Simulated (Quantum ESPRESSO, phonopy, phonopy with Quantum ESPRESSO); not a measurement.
# ZnO (P6_3mc): phonons against volume, part 2 of 2

Wanted: mode Grüneisen parameters of ZnO and a free-energy fit over volumes.

Quantum ESPRESSO 7.5; DFT LDA, scalar-relativistic, plane waves, GBRV ultrasoft pseudopotentials.

So far. Step 14 (Phonons, V/V0 0.985): No mode is imaginary beyond numerical noise along the path. The highest zone-centre mode (no LO–TO term) moved by +2.1 % for a volume change of -1.5 %. Step 14 (Phonons, V/V0 0.985): The time given is that of the 4 pw.x runs on displaced cells behind this step.

## (16) A cell at another volume, V/V0 0.97

relax.in reads:

```
 &control
    calculation='vc-relax',
    prefix='x',
    outdir='./tmp',
    pseudo_dir='./pseudo',
    tprnfor=.true.,
    tstress=.true.,
    forc_conv_thr=2.0d-05,
    etot_conv_thr=1.0d-07,
    nstep=40,
 /
 &system
    ibrav=0,
    nat=4,
    ntyp=2,
    ecutwfc=45.0,
    ecutrho=270.0,
    occupations='fixed',
    nbnd=28,
 /
 &electrons
    conv_thr=1.0d-11,
    mixing_beta=0.7,
    electron_maxstep=100,
 /
 &ions
 /
 &cell
    press_conv_thr=0.1,
    cell_dofree='shape',
 /
ATOMIC_SPECIES
 Zn     65.3800  Zn.upf
 O      15.9990  O.upf
CELL_PARAMETERS angstrom
     3.157257850    0.000000000    0.000000000
    -1.578628925    2.734265504    0.000000000
     0.000000000    0.000000000    5.104222785
ATOMIC_POSITIONS crystal
 Zn     0.333333333   0.666666667   0.500296510
 Zn     0.666666667   0.333333333   0.000296510
 O      0.666666667   0.333333333   0.378713490
 O      0.333333333   0.666666667   0.878713490
K_POINTS automatic
 10 10 6 0 0 0
```

On the command line:

```bash
> OMP_NUM_THREADS=1 mpirun -n 8 pw.x -nk 8 -in relax.in > relax.out
```

The job ended after 28 s (8 MPI ranks of Arm Neoverse V2, shared host; 3.7 min of CPU time).

Little changed from the start: no atom moved by 0.005 Å and no cell edge by 0.1 %.

After the last step pw.x solved the final cell once more on a basis chosen for it, which moves the energy without moving the atoms.

## (17) Self-consistent run, V/V0 0.97

scf.in reads:

```
 &control
    calculation='scf',
    prefix='x',
    outdir='./tmp',
    pseudo_dir='./pseudo',
    tprnfor=.true.,
    tstress=.true.,
 /
 &system
    ibrav=0,
    nat=4,
    ntyp=2,
    ecutwfc=45.0,
    ecutrho=270.0,
    occupations='fixed',
    nbnd=28,
 /
 &electrons
    conv_thr=1.0d-12,
    mixing_beta=0.7,
    electron_maxstep=100,
 /
ATOMIC_SPECIES
 Zn     65.3800  Zn.upf
 O      15.9990  O.upf
CELL_PARAMETERS angstrom
     3.157091084    0.000000000    0.000000000
    -1.578545542    2.734121080    0.000000000
     0.000000000    0.000000000    5.104762038
ATOMIC_POSITIONS crystal
 Zn     0.333333333   0.666666667   0.500349946
 Zn     0.666666667   0.333333333   0.000349946
 O      0.666666667   0.333333333   0.378660054
 O      0.333333333   0.666666667   0.878660054
K_POINTS automatic
 10 10 6 0 0 0
```

On the command line:

```bash
> OMP_NUM_THREADS=1 mpirun -n 8 pw.x -nk 8 -in scf.in > scf.out
```

Run time: 6 s. Hardware: 8 MPI ranks; 47 s of CPU time.

The run ends at a pressure of 5.48 GPa.

## (18) Born charges and dielectric tensor

ph.in reads:

```
phonons
 &inputph
    prefix='x',
    outdir='./tmp',
    fildyn='x.dyn',
    tr2_ph=1.0d-18,
    epsil=.true.,
 /
0.000000000 0.000000000 0.000000000
```

scf.in is that of step 17.

On the command line:

```bash
> OMP_NUM_THREADS=1 mpirun -n 8 ph.x -nk 8 -in ph.in > ph.out
```

Wall time 5.3 min (8 MPI ranks); 42 min of CPU time.

ε∞:

```
5.13 0.00 0.00
0.00 5.13 0.00
0.00 0.00 5.10
```

The Born charges sum to zero within 0.016 e; the rest is removed before use. Acoustic frequencies in this log differ from zero by the error of the sum rule, which ph.x does not impose.

## (19) Forces on a displaced cell

System of this step: ZnO. The cell holds 32 atoms: 16 Zn and 16 O. Its edges and angles: a = 6.314 Å, b = 6.314 Å, c = 10.210 Å, α = 90.0°, β = 90.0°, γ = 120.0°. It derives from ZnO, repeated 2×2×2.

disp-00001.in reads:

```
 &control
    calculation='scf',
    prefix='x',
    outdir='./tmp',
    pseudo_dir='./pseudo',
    tprnfor=.true.,
    disk_io='none',
 /
 &system
    ibrav=0,
    nat=32,
    ntyp=2,
    ecutwfc=45.0,
    ecutrho=270.0,
    occupations='fixed',
    nbnd=210,
 /
 &electrons
    conv_thr=1.0d-11,
    mixing_beta=0.7,
    electron_maxstep=100,
 /
ATOMIC_SPECIES
 Zn     65.3800  Zn.upf
 O      15.9990  O.upf
CELL_PARAMETERS angstrom
     6.314182167    0.000000000    0.000000000
    -3.157091084    5.468242161    0.000000000
     0.000000000    0.000000000   10.209524076
ATOMIC_POSITIONS crystal
 Zn     0.168332736   0.333333333   0.251841042
 Zn     0.666666667   0.333333333   0.250174973
 Zn     0.166666667   0.833333333   0.250174973
 Zn     0.666666667   0.833333333   0.250174973
 Zn     0.166666667   0.333333333   0.750174973
 Zn     0.666666667   0.333333333   0.750174973
 Zn     0.166666667   0.833333333   0.750174973
 Zn     0.666666667   0.833333333   0.750174973
[... 20 atom lines left out ...]
 O      0.166666667   0.333333333   0.939330027
 O      0.666666667   0.333333333   0.939330027
 O      0.166666667   0.833333333   0.939330027
 O      0.666666667   0.833333333   0.939330027
K_POINTS automatic
 4 4 2 0 0 0
```

On the command line:

```bash
> OMP_NUM_THREADS=1 mpirun -n 2 pw.x -nk 2 -in disp-00001.in > disp-00001.out
```

Run time: 25 min. Hardware: 2 MPI ranks.

## (20) Phonons, V/V0 0.97

This step: DFT LDA, scalar-relativistic, plane waves, GBRV ultrasoft pseudopotentials (phonopy with Quantum ESPRESSO 4.10.0 / 7.5).

Run time: 26 min. Hardware: 8 threads; 3.4 h of CPU time.

No mode is imaginary beyond numerical noise along the path. The highest zone-centre mode (no LO–TO term) moved by +4.4 % for a volume change of -3.0 %.

The time given is that of the 4 pw.x runs on displaced cells behind this step.

## (21) Relaxing at fixed volume, V/V0 1.05

This step: DFT LDA, scalar-relativistic, plane waves, GBRV ultrasoft pseudopotentials (Quantum ESPRESSO 7.5).

System of this step: ZnO. It takes space group P6_3mc (No. 186, hexagonal). The conventional cell has a = 3.242 Å, b = 3.242 Å, c = 5.241 Å, α = 90.00°, β = 90.00°, γ = 120.00°. Zn has 4 O at 1.98 Å nearest. Nearest to O lie 4 Zn at 1.98 Å. Farther neighbours and most contacts between anions are not listed.

Edit relax.in of step 16 so:

```diff
@@ -35,5 +35,5 @@
 CELL_PARAMETERS angstrom
-     3.157257850    0.000000000    0.000000000
-    -1.578628925    2.734265504    0.000000000
-     0.000000000    0.000000000    5.104222785
+     3.241772795    0.000000000    0.000000000
+    -1.620886397    2.807457594    0.000000000
+     0.000000000    0.000000000    5.240854992
 ATOMIC_POSITIONS crystal
```

On the command line:

```bash
> OMP_NUM_THREADS=1 mpirun -n 8 pw.x -nk 8 -in relax.in > relax.out
```

Run time: 38 s. Hardware: 8 MPI ranks; 5.1 min of CPU time.

After the last step pw.x solved the final cell once more on a basis chosen for it, which moves the energy without moving the atoms.

## (22) Self-consistent run, V/V0 1.05

scf.in reads:

```
 &control
    calculation='scf',
    prefix='x',
    outdir='./tmp',
    pseudo_dir='./pseudo',
    tprnfor=.true.,
    tstress=.true.,
 /
 &system
    ibrav=0,
    nat=4,
    ntyp=2,
    ecutwfc=45.0,
    ecutrho=270.0,
    occupations='fixed',
    nbnd=28,
 /
 &electrons
    conv_thr=1.0d-12,
    mixing_beta=0.7,
    electron_maxstep=100,
 /
ATOMIC_SPECIES
 Zn     65.3800  Zn.upf
 O      15.9990  O.upf
CELL_PARAMETERS angstrom
     3.242095681    0.000000000    0.000000000
    -1.621047840    2.807737221    0.000000000
     0.000000000    0.000000000    5.239811153
ATOMIC_POSITIONS crystal
 Zn     0.333333333   0.666666667   0.500201479
 Zn     0.666666667   0.333333333   0.000201479
 O      0.666666667   0.333333333   0.378808521
 O      0.333333333   0.666666667   0.878808521
K_POINTS automatic
 10 10 6 0 0 0
```

On the command line:

```bash
> OMP_NUM_THREADS=1 mpirun -n 8 pw.x -nk 8 -in scf.in > scf.out
```

Elapsed: 8 s, on 8 MPI ranks; 63 s of CPU time.

The run ends at a pressure of -7.03 GPa, with forces up to 2.2e-4 eV/Å.

## (23) Zone-centre response

ph.in is that of step 18.

scf.in is that of step 22.

On the command line:

```bash
> OMP_NUM_THREADS=1 mpirun -n 8 ph.x -nk 8 -in ph.in > ph.out
```

Elapsed: 7.4 min, on 8 MPI ranks.

ε∞:

```
5.60 0.00 0.00
0.00 5.60 0.00
0.00 0.00 5.51
```

The Born charges sum to zero within 0.019 e; the rest is removed before use. Acoustic frequencies in this log differ from zero by the error of the sum rule, which ph.x does not impose.

## (24) Forces on a displaced cell

System of this step: ZnO. The cell holds 32 atoms: 16 Zn and 16 O. Cell: a = 6.484 Å, b = 6.484 Å, c = 10.480 Å, α = 90.0°, β = 90.0°, γ = 120.0°. It derives from ZnO, repeated 2×2×2.

disp-00001.in reads:

```
 &control
    calculation='scf',
    prefix='x',
    outdir='./tmp',
    pseudo_dir='./pseudo',
    tprnfor=.true.,
    disk_io='none',
 /
 &system
    ibrav=0,
    nat=32,
    ntyp=2,
    ecutwfc=45.0,
    ecutrho=270.0,
    occupations='fixed',
    nbnd=210,
 /
 &electrons
    conv_thr=1.0d-11,
    mixing_beta=0.7,
    electron_maxstep=100,
 /
ATOMIC_SPECIES
 Zn     65.3800  Zn.upf
 O      15.9990  O.upf
CELL_PARAMETERS angstrom
     6.484191362    0.000000000    0.000000000
    -3.242095680    5.615474443    0.000000000
     0.000000000    0.000000000   10.479622306
ATOMIC_POSITIONS crystal
 Zn     0.168289590   0.333333333   0.251723663
 Zn     0.666666667   0.333333333   0.250100739
 Zn     0.166666667   0.833333333   0.250100739
 Zn     0.666666667   0.833333333   0.250100739
 Zn     0.166666667   0.333333333   0.750100739
 Zn     0.666666667   0.333333333   0.750100739
 Zn     0.166666667   0.833333333   0.750100739
 Zn     0.666666667   0.833333333   0.750100739
[... 20 atom lines left out ...]
 O      0.166666667   0.333333333   0.939404261
 O      0.666666667   0.333333333   0.939404261
 O      0.166666667   0.833333333   0.939404261
 O      0.666666667   0.833333333   0.939404261
K_POINTS automatic
 4 4 2 0 0 0
```

On the command line:

```bash
> OMP_NUM_THREADS=1 mpirun -n 2 pw.x -nk 2 -in disp-00001.in > disp-00001.out
```

Wall time 28 min (2 MPI ranks).

## (25) Lattice dynamics at this volume, V/V0 1.05

This step: DFT LDA, scalar-relativistic, plane waves, GBRV ultrasoft pseudopotentials (phonopy with Quantum ESPRESSO 4.10.0 / 7.5).

The job ended after 28 min (8 threads).

Phonopy, LO-TO term from ph.x's tensors. The phonon branches at the labelled points (cm⁻¹):

```csv
point,branch 1,branch 2,branch 3,branch 4,branch 9,branch 10,branch 11,branch 12
Γ,0,0,0,96,406,406,520,522
halfway,67,78,118,160,430,459,500,522
M,92,124,135,165,454,471,511,522
halfway,122,132,145,174,461,467,500,515
K,136,136,160,198,466,478,478,505
halfway,87,92,140,171,439,466,494,520
Γ,0,0,0,96,406,406,520,522
halfway,41,41,90,90,402,402,520,525
A,72,72,72,72,391,391,527,527
halfway,100,100,117,117,423,423,516,516
L,114,114,119,119,434,434,523,523
halfway,100,100,157,157,455,455,513,513
H,95,95,186,186,481,481,494,494
halfway,109,109,124,124,428,428,514,514
A,72,72,72,72,391,391,527,527
jump to L,114,114,119,119,434,434,523,523
halfway,101,113,131,143,448,455,515,526
M,92,124,135,165,454,471,511,522
jump to H,95,95,186,186,481,481,494,494
halfway,115,115,169,195,470,487,487,497
K,136,136,160,198,466,478,478,505
```

No mode is imaginary beyond numerical noise along the path. The highest zone-centre mode (no LO–TO term) moved by -6.6 % for a volume change of +5.0 %.

The time given is that of the 4 pw.x runs on displaced cells behind this step.

## (26) How the modes move with volume

This step: DFT LDA, scalar-relativistic, plane waves, GBRV ultrasoft pseudopotentials (phonopy 4.10.0).

This step gave:

| Property | Result |
| --- | --- |
| share of modes with a negative Grüneisen parameter | 0.331 |

Mean Grüneisen, by row:

```csv
T (K),heat-capacity-weighted mean,root mean square
50,-1.072,1.381
100,-0.494,1.252
200,0.19,1.326
300,0.42,1.364
500,0.551,1.385
800,0.598,1.393
```

Mean mode Grueneisen parameter against wavenumber:

```csv
wavenumber (cm⁻¹),mean mode Grueneisen parameter
9,-1.7
28,-2.37
47,-1.8
66,-1.8
84,-1.67
103,-1.16
122,-0.809
141,-0.421
159,-0.152
178,0.124
197,0.718
216,0.938
234,1
253,1.07
272,1.06
291,-
310,-
328,-
347,-
366,-
384,-
403,1.93
422,1.86
441,1.82
460,1.78
478,1.71
497,1.63
516,1.52
534,1.38
553,1.32
```

Volume series, by row:

```csv
V/V0,V (Å³/atom),pressure (GPa),E - E0 (meV/atom),gap (eV),zero-point energy (meV/atom),lowest on the path (cm⁻¹),highest at Gamma without the LO-TO term (cm⁻¹)
0.97,11.02,5.476,7.313,0.854,62.85,-0.4,583.2
0.985,11.19,2.698,2.237,0.831,61.64,-0.4,570.6
1,11.36,0.134,0,0.807,60.45,-0.4,558.7
1.05,11.92,-7.035,10.43,0.73,56.64,-0.5,521.7
```

Optical frequency at Gamma without the LO-TO term against V/V0:

```csv
V/V0,mode 4 (cm⁻¹),mode 6 (cm⁻¹),mode 7 (cm⁻¹),mode 8 (cm⁻¹),mode 10 (cm⁻¹),mode 12 (cm⁻¹)
0.9700,81.8,269,423,440,475,583
0.9850,85.2,266,409,427,462,571
1.0000,88.2,262,397,415,448,559
1.0500,95.8,250,357,376,407,522
```

Grüneisen at points, by row, the first 40 of 43 rows:

```csv
point,branch,frequency (cm⁻¹),mode Grüneisen parameter
Γ,4,88.2,-1.97
Γ,6,262.4,0.86
Γ,7,396.7,1.97
Γ,8,414.8,1.85
Γ,9,448.2,1.83
Γ,11,558.4,1.36
Γ,12,558.7,1.32
M,1,83.4,-2.31
M,2,122.2,-0.42
M,3,129,-1.19
M,4,165.7,-0.11
M,5,237,0.85
M,6,261.4,1.22
M,7,452.9,1.81
M,8,457.6,1.78
M,9,495.9,1.69
M,10,511.3,1.55
M,11,548.5,1.35
M,12,558.3,1.29
K,1,132.9,-0.62
K,3,156.1,-0.55
K,4,199,-0.03
K,5,231.2,1.32
K,7,485.9,1.68
K,9,507.2,1.62
K,10,513.4,1.38
K,12,545.7,1.5
A,1,66.8,-1.86
A,5,189.8,1.05
A,7,431.8,1.85
A,11,561.7,1.23
L,1,108.3,-1.28
L,3,112.1,-1.41
L,5,269.1,0.99
L,7,472.8,1.73
L,9,475.7,1.75
L,11,559.5,1.3
H,1,86.6,-2.26
H,3,184.7,-0.23
H,5,252.1,1.13
```

The printed pressures lie 0.63 GPa below −dE/dV of the same runs on average, in a series that spans 13 GPa: energy and stress disagree, as they do when the basis is incomplete, so the pressures are not converged.

## (27) Outcome

```yaml
mean_mode_grueneisen_parameter_at_300_k: 0.42
```

What this shows: Too few volumes were finished for a free-energy fit, so no expansion is given. The heat-capacity-weighted Grüneisen parameter goes from -1.07 at 50 K to 0.598 at 800 K; 33 % of the modes stiffen on expansion. Weighting γ by the density of states and each mode's heat capacity at 300 K, the lowest third of the frequency range (cuts at 190 and 380 cm⁻¹) pulls the cell inward, while the rest pushes it outward. Among the labelled points γ is largest for branch 7 at Γ (397 cm⁻¹, 2.0) and most negative for branch 1 at M (83.4 cm⁻¹, -2.3). The printed pressures lie 0.63 GPa below −dE/dV of the same runs on average, in a series that spans 13 GPa: energy and stress disagree, as they do when the basis is incomplete, so the pressures are not converged. The supercell is small: only its own wavevectors are exact, and branches between them are interpolated and can be misplaced.

Comparison with the measured values:

| quantity | measured | LDA GBRV ultrasoft, Quantum ESPRESSO |
| --- | --- | --- |
| lattice constant a (Å) | 3.24945 | 3.189 (-1.8 %) |
| lattice constant c (Å) | 5.20574 | 5.156 (-0.9 %) |

Measured values from arxiv:0808.0492 (2008).

**Verdict.** The lattice constant a is off by -1.8 %: a clear miss. The lattice constant c is off by -0.9 %: fair agreement. The grades are ours: good and fair within 0.7 and 1.5 % for the lattice constant a and 0.8 and 2 % for the lattice constant c. Zero-point motion and thermal expansion (measured at up to 298 K) are not in the computed lattice constants. Limits of convergence are named above.

[Logs are printed without paths, hosts, clocks, repeated set-up lines and the standing remarks that a program may print on its own settings, such as how far it seeks lower states.]

[Hosts, paths, dates, database ids (printed as entryN), source tags and the programs' standing remarks are cut or masked in the printed files.]

[A step with changed settings may run another functional than the one named; its input shows which.]

[Of the runs on displaced cells, only some may be shown.]
